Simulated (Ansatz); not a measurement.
**Work function of Au(110): what the settings cost and change**

Aim: the work function of Au(110) across levels of theory at one geometry.

Program: Ansatz 0.2.0. Level of theory: plane-wave DFT, PBE, Ansatz PAW, in the first sound run; inputs show where later runs differ. Values are calculated unless marked as measured.

### 1. Starting point

The cell holds 7 atoms: 7 Au. Its edges and angles: a = 4.080 Å, b = 2.885 Å, c = 26.655 Å, α = 90.0°, β = 90.0°, γ = 90.0°. Vacuum lies along c.

### 2. Run, setting PBE, Ansatz PAW (420 eV)

A work function rests on the faint tail of the density, so the SCF threshold is tight. PBE on the default files comes first; the next runs keep the geometry and change functional or files, each at the cutoff that its files recommend; a relaxation and, for heavy metals, spin-orbit coupling close the ladder.

Input file input.yaml:

```yaml
crystal:
  lattice:
    - [4.08, 0.0, 0.0]
    - [0.0, 2.8849956672, 0.0]
    - [0.0, 0.0, 26.6549870017]
  atoms:
    - { symbol: Au, position: [0.0, 0.0, 0.3376478855] }
    - { symbol: Au, position: [0.5, 0.5, 0.391765257] }
    - { symbol: Au, position: [0.0, 0.0, 0.4458826285] }
    - { symbol: Au, position: [0.5, 0.5, 0.5] }
    - { symbol: Au, position: [0.0, 0.0, 0.5541173715] }
    - { symbol: Au, position: [0.5, 0.5, 0.608234743] }
    - { symbol: Au, position: [0.0, 0.0, 0.6623521145] }
kpoints:
  mp_grid: { grid: [10, 14, 1] }
hamiltonian:
  xc: pbe
scf:
  occupations: { method: fermi_dirac, width: 0.1 }
  convergence: { dr2_threshold: 1.0e-09 }
efield:
  axis: 3
  dipole_correction: true
  ramp_position: 0.97
  ramp_width: 0.06
output:
  write_potential: true
  write_density: true
  volumetric_format: npy
  elf: true
```

Started as:

```bash
> ansatz run input.yaml --threads 4 --pin off --max-ram 6144MiB --backend cpu --events-out ev --progress --plain --runs-dir out
```

The log of the run:

```text
Engine: ansatz 0.2.0, aarch64-unknown-linux-gnu
Pseudopotentials: kind: paw
Pseudopotential: Au, paw, valence charge 19, recommended cutoff 420 eV (normal), Au.paw.azcp
Functional definition: PBE
  parameter kappa = 0.804
  parameter beta = 0.066725
  exchange = pbe_x(kappa = kappa, mu = beta*pi^2/3)
  correlation = pbe_c(beta = beta)
Crystal: 7 atoms, lattice volume = 313.750 Å³
Basis set: ecut = 420 eV, 6129 PW (Γ)
Bands: 80, of which v1, the nominal top of the filled ones, is band 67 counted from 1 (66 counted from 0)
Symmetry: 4 space group operations
k-points: 48 of 140
Non-local potential: Au, projectors of the file, l = 0: 3, l = 1: 2, l = 2: 2, l = 3: 1
PAW form: soft (Blöchl's): semilocal exchange-correlation on the pseudo side does not see the compensation charge
PAW one-centre angular grid: Au, 590 points (default); XC on 64 Gauss nodes
Initial density: superposition of atomic densities (neutral atoms: chi_scale 0, normalization atom), corrected by the library's trained network
Initial wavefunctions: pseudopotential atomic-orbital guess
Functional: x = pbe(κ = 0.804, μ = 0.219515), c = pbe(β = 0.066725)
SCF iter   1: F=—  HF=-92043.868039 eV  |F-HF|=—  |Δ(HF+E_count)|=         —  Δρ=2.82e-3  dr2=4.10e-1  ethr=1.77e-3  p=-0.000 e·Å  D=-1.36e-15 V/Å  ΔV_dip=0.00 eV  dr2_dipole=5.42e-11  V_vac-E_F(+/−)=4.52/4.52 eV  ⟨swp⟩=7.7  Hψ=16013  notcnv=0  defer=89
efield: sawtooth ramp at fractional position 0.9700 (set: `efield.ramp_position`, or a place that a band, a saddle search or an elastic batch's reference lends), width 0.0600; the density the first Hamiltonian is built on has a dipole p = -0.000 e·Å; the dipole correction subtracts the counter field D = -1.36e-15 V/Å, which shifts the + side's vacuum level by +0.00 eV against the − side's; the planar-averaged density in the ramp window peaks in size at 9.8e-6 e/Å³
preconditioner: auto → LDOS  [metal: Δε(μ)=0.025 eV  Ē_g=8.809 eV  σ=0.100 eV  W_gap=0.06  n_scr=64 (ndim 8)  ℏωp=18.4 eV  f_vac=0.570  D(μ)=2.18/eV (n_scr^D=8)  β→1.0]
SCF iter   2: F=—  HF=-92043.863904 eV  |F-HF|=—  |Δ(HF+E_count)|=   4.13e-3  Δρ=2.22e-3  dr2=8.29e-2  ethr=3.08e-4  p=-0.000 e·Å  D=-3.23e-6 V/Å  ΔV_dip=0.00 eV  dr2_dipole=5.27e-9  V_vac-E_F(+/−)=5.08/5.08 eV  ⟨swp⟩=2.3  Hψ=5944  notcnv=0  defer=199
SCF iter   3: F=—  HF=-92043.854003 eV  |F-HF|=—  |Δ(HF+E_count)|=   9.90e-3  Δρ=4.68e-4  dr2=1.00e-3  ethr=6.23e-5  p=0.000 e·Å  D=2.15e-8 V/Å  ΔV_dip=-0.00 eV  dr2_dipole=1.40e-10  V_vac-E_F(+/−)=4.92/4.92 eV  ⟨swp⟩=2.0  Hψ=5123  notcnv=0  defer=199
SCF iter   4: F=—  HF=-92043.854314 eV  |F-HF|=—  |Δ(HF+E_count)|=   3.11e-4  Δρ=2.02e-4  dr2=2.50e-4  ethr=7.53e-7  p=-0.000 e·Å  D=-1.31e-7 V/Å  ΔV_dip=0.00 eV  dr2_dipole=1.90e-12  V_vac-E_F(+/−)=4.94/4.94 eV  ⟨swp⟩=2.8  Hψ=7224  notcnv=0  defer=199
SCF iter   5: F=—  HF=-92043.854292 eV  |F-HF|=—  |Δ(HF+E_count)|=   2.18e-5  Δρ=4.49e-5  dr2=7.56e-6  ethr=1.88e-7  p=-0.000 e·Å  D=-2.91e-8 V/Å  ΔV_dip=0.00 eV  dr2_dipole=1.77e-11  V_vac-E_F(+/−)=4.94/4.94 eV  ⟨swp⟩=2.1  Hψ=5546  notcnv=0  defer=199
SCF iter   6: F=—  HF=-92043.854317 eV  |F-HF|=—  |Δ(HF+E_count)|=   2.49e-5  Δρ=1.60e-5  dr2=1.02e-6  ethr=5.69e-9  p=-0.000 e·Å  D=-1.45e-7 V/Å  ΔV_dip=0.00 eV  dr2_dipole=5.85e-12  V_vac-E_F(+/−)=4.94/4.94 eV  ⟨swp⟩=3.1  Hψ=7322  notcnv=0  defer=188
SCF iter   7: F=—  HF=-92043.854318 eV  |F-HF|=—  |Δ(HF+E_count)|=   7.08e-7  Δρ=5.59e-6  dr2=8.32e-8  ethr=7.69e-10  p=-0.000 e·Å  D=-5.41e-8 V/Å  ΔV_dip=0.00 eV  dr2_dipole=1.87e-12  V_vac-E_F(+/−)=4.94/4.94 eV  ⟨swp⟩=2.0  Hψ=5492  notcnv=0  defer=188
SCF iter   8: F=—  HF=-92043.854318 eV  |F-HF|=—  |Δ(HF+E_count)|=   1.08e-7  Δρ=1.43e-6  dr2=6.78e-9  ethr=6.25e-11  p=-0.000 e·Å  D=-3.30e-8 V/Å  ΔV_dip=0.00 eV  dr2_dipole=5.84e-14  V_vac-E_F(+/−)=4.94/4.94 eV  ⟨swp⟩=2.4  Hψ=6165  notcnv=0  defer=188
SCF iter   9: F=-92043.854318 eV  HF=-92043.854318 eV  |F-HF|=6.40e-10  |Δ(HF+E_count)|=   5.22e-9  Δρ=3.60e-7  dr2=5.36e-10  ethr=1.00e-12  p=-0.000 e·Å  D=-2.59e-9 V/Å  ΔV_dip=0.00 eV  dr2_dipole=1.50e-15  V_vac-E_F(+/−)=4.94/4.94 eV  ⟨swp⟩=15.6  Hψ=14140  notcnv=0
SCF 1 converged in 9 iterations: F = -92043.854318 eV  dr2 = 5.36e-10
  greatest PAW one-centre occupation: 1.000 electrons in one spin orbital (limit 2), on the Au atom at site 1 (counted from 0), in its partial waves of l = 0
WARN: The output density's exchange-correlation potential varies sharply where the density is thin. Do not read a vacuum level from v_tot or v_xc, or from such a field of the output density. On a cell that repeats whose density bears no net charge and no dipole along the vacuum's axis use v_es (v_loc + v_h of the components); under efield.dipole_correction with no amplitude use v_es + v_field, which holds any externa [...]
SCF converged after 9 iterations
Free energy (F): -92043.854318 eV
Harris-Foulkes:  -92043.854318 eV  (|F-HF|=6.40e-10)
Internal energy: -92043.783683 eV  (E = F + TS)
E sigma→0 (E₀):  -92043.819000 eV
Entropy (-TS):   -0.070635 eV (-10.091 meV/atom)
Fermi energy:    4.742576 eV
Dipole field:    D = 0.000000 V/Å  (p = 0.000000 e·Å, saw-weighted, corrected)
Work function:   Φ+ = 4.9439 eV   Φ− = 4.9439 eV
Levels:          The Fermi level and band energies are counted from a zero that moves with the ramp; work functions are not
--- Per-component energies (eV) ---
  E_band       = -3525.023979
  E_kinetic    = 4233.672680
  E_local      = -246406.609352  (includes V_loc(G=0)·N_el)
  E_nonlocal   = 520.984683
  E_hartree    = 121291.674436
  E_xc         = -1593.679672
  E_vxc        = -1923.142457  (∫ρ·V_xc dr)
  E_paw        = -67948.371593  (= ΣΔE_a)
  E_vpaw       = -2533.292066  (= ΣTr[D̂ρ^β])
  E_aug_tail   = 0.010336  (compensation charges beyond the density's cutoff)
  E_efield     = 0.000000  (sawtooth field / dipole correction)
  E_vefield    = 0.000000  (∫n·V_field dr)
  E_ewald      = 97858.534798
  E_smearing   = -0.070635  (= −TS)
  E_closure    = -0.000000  (closes the sum)
  Σ components = -92043.854318   (vs F -92043.854318, Δ=0.00e0)
--- Band table (eV; the first three rows and the last of 48) ---
  k-point 0: bands = [... 63 lower, 2.8005, 3.0007, 3.1446, 3.5762, 5.1247, 6.7612, 7.1536, 8.8651, ... 9 higher]
  k-point 1: bands = [... 63 lower, 2.6823, 2.9829, 3.0933, 3.6258, 5.2255, 7.1225, 7.2774, 9.0103, ... 9 higher]
  k-point 2: bands = [... 63 lower, 2.6951, 2.9405, 3.1396, 3.7683, 5.5141, 7.6213, 8.0200, 9.2999, ... 9 higher]
  k-point 47: bands = [... 63 lower, 4.7828, 4.9008, 6.6956, 6.9356, 7.8746, 7.8897, 8.0360, 8.1510, ... 9 higher]
```

It took 93 s on 4 threads of Arm Neoverse N1, shared host; peak memory 1.5 GiB.

Numbers from this step:

```
energy at zero smearing   : -92043.8190 eV
work function, upper face : 4.944 eV
```

Running mean over 1.442 Å of the planar mean; the ramp of the sawtooth is left out. The electron's electrostatic potential energy less the Fermi level by z:

z (Å), electron's electrostatic potential energy less the Fermi level (eV) and a bar from the least value:
```
      3.5       4.94 ##############################
      4.0       4.94 ##############################
      4.5       4.94 ##############################
      5.0       4.94 ##############################
      5.5       4.94 ##############################
      6.0       4.93 ##############################
      6.5       4.88 ##############################
      7.0       4.67 #############################
      7.5       3.75 ###########################
      8.0       0.67 #####################
      8.5      -3.76 ###########
      9.0      -7.09 ####
      9.5      -8.16 #
     10.0      -8.45 #
     10.5      -8.61 
     11.0      -8.70 
     11.5      -8.74 
     12.0      -8.76 
     12.5      -8.77 
     13.0      -8.77 
     13.5      -8.77 
     14.0      -8.77 
     14.5      -8.77 
     15.0      -8.75 
     15.5      -8.72 
     16.0      -8.64 
     16.5      -8.50 #
     17.0      -8.28 #
     17.5      -7.61 ###
     18.0      -5.01 ########
     18.5      -0.68 ##################
     19.0       3.07 ##########################
     19.5       4.51 #############################
     20.0       4.84 ##############################
     20.5       4.92 ##############################
     21.0       4.94 ##############################
     21.5       4.94 ##############################
     22.0       4.94 ##############################
     22.5       4.94 ##############################
     23.0       4.94 ##############################
     23.5       4.94 ##############################
```

ELF in the ca plane at fractional y = 0.000, with atoms of Au within 0.2 Å of it. It is the smooth field of the valence electrons, not physical close to the nuclei.

Ten even steps from '0' (0.00) to '9' (0.71), each cell a mean:
```
01235799753257997533579975235798753210000000
01234677642235775322357753224677643210000000
01123444332223443222334432223344432100000000
00112232222222222222222222222223221000000000
00001112222222112222221122222221110000000000
00000111222222112222221122222211100000000000
00011222222222222222222222222222211000000000
00122333322223333222233322222333322100000000
01234566532234664322346643223566543210000000
01235788743246886423468864235788753210000000
01246799753258997533589975235899753210000000
```
Columns run along c (16.0 Å, from fractional 0.25 to 0.85 of the cell), rows up along a (4.1 Å). Atoms in or near the plane, at fractional coordinates: Au at (0.34, 0.00), Au at (0.45, 0.00), Au at (0.55, 0.00), Au at (0.66, 0.00).

Valence density in the ca plane at fractional y = 0.000, with atoms of Au within 0.2 Å of it. It is the smooth field of the valence electrons, not physical close to the nuclei.

Ten steps, logarithmic in the rise over the least value, from '0' (0 e/Å³) to '9' (13 e/Å³), each cell a mean:
```
00024899852258998522589985225899842000000000
00013677632236775322367753223677531000000000
00001344321123443222234432112344310000000000
00000112222222222222222222222221100000000000
00000001122221111222211112222110000000000000
00000001122221111222211112222110000000000000
00000011122221111222211112221111000000000000
00001222221122232212223222112222210000000000
00012466432234664222346642223466421000000000
00014788742247887422478874224788741000000000
00025899852258998523589985225899852000000000
```
Columns run along c (16.0 Å, from fractional 0.25 to 0.85 of the cell), rows up along a (4.1 Å). Atoms in or near the plane, at fractional coordinates: Au at (0.34, 0.00), Au at (0.45, 0.00), Au at (0.55, 0.00), Au at (0.66, 0.00).

Electrostatic potential energy in the ca plane at fractional y = 0.000, with atoms of Au within 0.2 Å of it. With pseudopotentials it is smooth inside the atoms' cores, unlike the true potential.

Values in eV, 6 rows by 16 columns, each cell a mean:
```
  9  -4 -40  -9  -9 -40  -5 -14 -39  -2 -18 -37   2   9  10  10
  9   7  -2   5   5  -3   5   4  -3   6   3  -1   8  10  10  10
 10   9   8   6   6   8   6   6   8   6   7   9   9  10  10  10
 10   9   8   6   6   7   6   6   7   6   7   8   9  10  10  10
  9   5 -13   3   2 -13   3   0 -13   5  -1 -11   7   9  10  10
  9  -8 -43 -13 -13 -44  -9 -18 -43  -4 -22 -41   1   9  10  10
```
Columns run along c (16.0 Å, from fractional 0.25 to 0.85 of the cell; values clipped at the 3rd and 97th percentile), rows up along a (4.1 Å). Atoms in or near the plane, at fractional coordinates: Au at (0.34, 0.00), Au at (0.45, 0.00), Au at (0.55, 0.00), Au at (0.66, 0.00).

The work function is 4.944 eV.

### 3. Slab

This step: plane-wave DFT, LDA, Ansatz PAW (Ansatz 0.2.0).

input.yaml: that of step 2 with these lines changed.

```diff
@@ -16,3 +16,3 @@
 hamiltonian:
-  xc: pbe
+  xc: lda
 scf:
@@ -29,2 +29 @@
   volumetric_format: npy
-  elf: true
```

The log of the run:

```text
[...]
Crystal: 7 atoms, lattice volume = 313.750 Å³
Basis set: ecut = 420 eV, 6129 PW (Γ)
Bands: 80, of which v1, the nominal top of the filled ones, is band 67 counted from 1 (66 counted from 0)
Symmetry: 4 space group operations
k-points: 48 of 140
[...]
k-point 0: bands = [... 63 lower, 2.4428, 2.6446, 2.7884, 3.1892, 4.7099, 6.3218, 6.7417, 8.4348, ... 9 higher]
  k-point 1: bands = [... 63 lower, 2.3329, 2.6247, 2.7369, 3.2375, 4.8099, 6.6867, 6.8663, 8.6386, ... 9 higher]
  k-point 2: bands = [... 63 lower, 2.3376, 2.5826, 2.7826, 3.3756, 5.0959, 7.2113, 7.5891, 8.9589, ... 9 higher]
  k-point 47: bands = [... 63 lower, 4.3590, 4.4799, 6.2771, 6.5151, 7.4134, 7.4285, 7.5747, 7.6793, ... 9 higher]
[key lines of the parts left out:]
SCF converged after 9 iterations
Free energy (F): -90052.420695 eV
Fermi energy:    4.329191 eV
Dipole field:    D = -0.000000 V/Å  (p = -0.000000 e·Å, saw-weighted, corrected)
Work function:   Φ+ = 5.3537 eV   Φ− = 5.3537 eV
```

The job ended after 96 s (4 threads; peak memory 1.5 GiB).

The work function is 5.354 eV, +0.410 eV from the run “PBE, Ansatz PAW (420 eV)”, at 1.0 times its CPU time.

### 4. Run

This step: plane-wave DFT, PBEsol, Ansatz PAW (Ansatz 0.2.0).

input.yaml: that of step 3 with these lines changed.

```diff
@@ -16,3 +16,3 @@
 hamiltonian:
-  xc: lda
+  xc: pbesol
 scf:
```

The log of the run:

```text
[...]
Crystal: 7 atoms, lattice volume = 313.750 Å³
Basis set: ecut = 420 eV, 6129 PW (Γ)
Bands: 80, of which v1, the nominal top of the filled ones, is band 67 counted from 1 (66 counted from 0)
Symmetry: 4 space group operations
k-points: 48 of 140
[...]
k-point 0: bands = [... 63 lower, 2.6840, 2.8848, 3.0313, 3.4477, 4.9851, 6.5673, 7.0248, 8.6833, ... 9 higher]
  k-point 1: bands = [... 63 lower, 2.5704, 2.8676, 2.9788, 3.4961, 5.0855, 6.9326, 7.1496, 8.8875, ... 9 higher]
  k-point 2: bands = [... 63 lower, 2.5777, 2.8261, 3.0261, 3.6349, 5.3728, 7.4957, 7.8359, 9.2206, ... 9 higher]
  k-point 47: bands = [... 63 lower, 4.5892, 4.7119, 6.5120, 6.7539, 7.7129, 7.7282, 7.8747, 7.9810, ... 9 higher]
[key lines of the parts left out:]
SCF converged after 9 iterations
Free energy (F): -91047.806564 eV
Fermi energy:    4.585755 eV
Dipole field:    D = -0.000000 V/Å  (p = -0.000000 e·Å, saw-weighted, corrected)
Work function:   Φ+ = 5.0660 eV   Φ− = 5.0660 eV
```

It took 94 s on 4 threads; peak memory 1.5 GiB; 5.2 min of CPU time.

The work function is 5.066 eV, +0.122 eV from the run “PBE, Ansatz PAW (420 eV)”, at 1.0 times its CPU time.

### 5. Slab

This step: plane-wave DFT, RPBE, Ansatz PAW (Ansatz 0.2.0).

input.yaml: that of step 4 with these lines changed.

```diff
@@ -16,3 +16,3 @@
 hamiltonian:
-  xc: pbesol
+  xc: rpbe
 scf:
```

The log of the run:

```text
[...]
Crystal: 7 atoms, lattice volume = 313.750 Å³
Basis set: ecut = 420 eV, 6129 PW (Γ)
Bands: 80, of which v1, the nominal top of the filled ones, is band 67 counted from 1 (66 counted from 0)
Symmetry: 4 space group operations
k-points: 48 of 140
[...]
k-point 0: bands = [... 63 lower, 2.9281, 3.1261, 3.2719, 3.7230, 5.2832, 6.9312, 7.2966, 8.9243, ... 9 higher]
  k-point 1: bands = [... 63 lower, 2.8067, 3.1113, 3.2197, 3.7729, 5.3844, 7.2907, 7.4192, 9.0312, ... 9 higher]
  k-point 2: bands = [... 63 lower, 2.8232, 3.0685, 3.2670, 3.9172, 5.6741, 7.7608, 8.1858, 9.3293, ... 9 higher]
  k-point 47: bands = [... 63 lower, 4.9481, 5.0658, 6.8575, 7.1011, 8.0424, 8.0574, 8.2009, 8.3214, ... 9 higher]
[key lines of the parts left out:]
SCF converged after 9 iterations
Free energy (F): -92143.120697 eV
Fermi energy:    4.898704 eV
Dipole field:    D = -0.000000 V/Å  (p = -0.000000 e·Å, saw-weighted, corrected)
Work function:   Φ+ = 4.7662 eV   Φ− = 4.7662 eV
```

Wall time 95 s (4 threads); peak memory 1.5 GiB; 5.1 min of CPU time.

The work function is 4.766 eV, -0.178 eV from the run “PBE, Ansatz PAW (420 eV)”, at 1.00 times its CPU time.

### 6. Run

This step: plane-wave DFT, r2SCAN, Ansatz PAW (Ansatz 0.2.0).

input.yaml: that of step 5 with these lines changed.

```diff
@@ -16,3 +16,3 @@
 hamiltonian:
-  xc: rpbe
+  xc: r2scan
 scf:
```

The log of the run:

```text
[...]
Crystal: 7 atoms, lattice volume = 313.750 Å³
Basis set: ecut = 500 eV, 7953 PW (Γ), exchange–correlation on 120×96×800 points (64 copies of the dense FFT grid, shifted against one another)
Bands: 80, of which v1, the nominal top of the filled ones, is band 67 counted from 1 (66 counted from 0)
Symmetry: 4 space group operations
k-points: 48 of 140
[...]
k-point 0: bands = [... 63 lower, 2.5309, 2.7306, 2.8779, 3.4059, 5.0856, 6.8776, 7.2188, 9.0244, ... 9 higher]
  k-point 1: bands = [... 63 lower, 2.3872, 2.7159, 2.8271, 3.4590, 5.1917, 7.2410, 7.3464, 9.1681, ... 9 higher]
  k-point 2: bands = [... 63 lower, 2.4211, 2.6710, 2.8749, 3.6141, 5.4953, 7.7017, 8.1552, 9.4603, ... 9 higher]
  k-point 47: bands = [... 63 lower, 4.8603, 4.9767, 6.7893, 7.0440, 7.9143, 7.9326, 8.0982, 8.2195, ... 9 higher]
[key lines of the parts left out:]
SCF converged after 11 iterations
Free energy (F): -92142.893837 eV
Fermi energy:    4.679909 eV
Dipole field:    D = -0.000001 V/Å  (p = -0.000002 e·Å, saw-weighted, corrected)
Work function:   Φ+ = 4.9507 eV   Φ− = 4.9507 eV
```

It took 3.9 min on 4 threads; peak memory 2.3 GiB; 13 min of CPU time.

The work function is 4.951 eV, +0.007 eV from the run “PBE, Ansatz PAW (420 eV)”, at 2.6 times its CPU time.

### 7. Run

This step: plane-wave DFT, PBE, JTH PAW (Ansatz 0.2.0).

input.yaml: that of step 6 with these lines changed.

```diff
@@ -16,3 +16,4 @@
 hamiltonian:
-  xc: r2scan
+  xc: pbe
+  pseudopotentials: { kind: paw, source: jth }
 scf:
```

The log of the run:

```text
[...]
k-point 0: bands = [... 35 lower, 1.0573, 1.2546, 1.3960, 1.8367, 3.3870, 5.0484, 5.4269, 7.1428, ... 4 higher]
  k-point 1: bands = [... 35 lower, 0.9386, 1.2364, 1.3459, 1.8864, 3.4879, 5.4066, 5.5500, 7.2899, ... 4 higher]
  k-point 2: bands = [... 35 lower, 0.9551, 1.1948, 1.3913, 2.0292, 3.7769, 5.8927, 6.2986, 7.5784, ... 4 higher]
  k-point 47: bands = [... 35 lower, 3.0580, 3.1772, 4.9656, 5.2086, 6.1230, 6.1392, 6.2875, 6.4104, ... 4 higher]
[key lines of the parts left out:]
SCF converged after 10 iterations
Free energy (F): -73821.689923 eV
Fermi energy:    3.002738 eV
Dipole field:    D = 0.000000 V/Å  (p = 0.000000 e·Å, saw-weighted, corrected)
Work function:   Φ+ = 4.9495 eV   Φ− = 4.9495 eV
```

It took 2.4 min on 4 threads; peak memory 2.1 GiB.

The work function is 4.950 eV, +0.006 eV from the run “PBE, Ansatz PAW (420 eV)”, at 1.7 times its CPU time.

(Continued in part 2 of 2.)

[Long decimals in the printed logs are rounded to 6 places.]

[Logs are printed without paths, hosts, clocks, repeated set-up lines and the standing remarks that a program may print on its own settings, such as how far it seeks lower states.]

[Hosts, paths, dates, database ids (printed as entryN), source tags and the programs' standing remarks are cut or masked in the printed files.]

[Maps of the electrostatic potential energy from Ansatz leave out the sawtooth potential of an applied field or a dipole correction, so their vacuum need not be flat; planar profiles and work functions include it.]
